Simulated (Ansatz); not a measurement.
Rows from a G0W0 calculation on SnO2 (Cassiterite) (Ansatz 0.2.0; G0W0 on PBE, plane waves, PAW; 4×4×6 mesh, 213 empty bands, screening to 120 eV, hard PAW files), in eV. Spin-orbit coupling is left out.

```
row  k  band   start       Σx  Σc at the solution      Vxc
  A  Γ    c2  17.301  -12.126              -4.601  -17.824
  B  Γ    v2  10.359  -26.448               4.947  -20.767
  C  Γ    c1  12.421  -14.473              -3.350  -18.589
  D  Γ    v1  11.135  -27.186               5.274  -21.140
```

Q: Give the quasiparticle energies and the shift of each level.

The quasiparticle equation reads E = start + Σx + Σc(E) − Vxc.

```
row  E (eV)  shift (eV)
  A  18.399      +1.098
  B   9.625      −0.734
  C  13.188      +0.766
  D  10.363      −0.772
```

The gap over the computed points goes from 1.29 eV to 2.82 eV.

Limits: not at the basis limit; no spin-orbit coupling.

[Paths, hosts, dates, memory and timing lines, banners, echoed tables and standing remarks are left out of the program output.]

[Logs are printed without paths, hosts, clocks, repeated set-up lines and the standing remarks that a program may print on its own settings, such as how far it seeks lower states.]

[Runs of the session that timed out or met a known fault of the program may be left out.]

[Cells called generated may have been cut or substituted from an entry of the Crystallography Open Database or the Materials Project.]

[Hosts, paths, dates, database ids (printed as entryN), source tags and the programs' standing remarks are cut or masked in the printed files.]
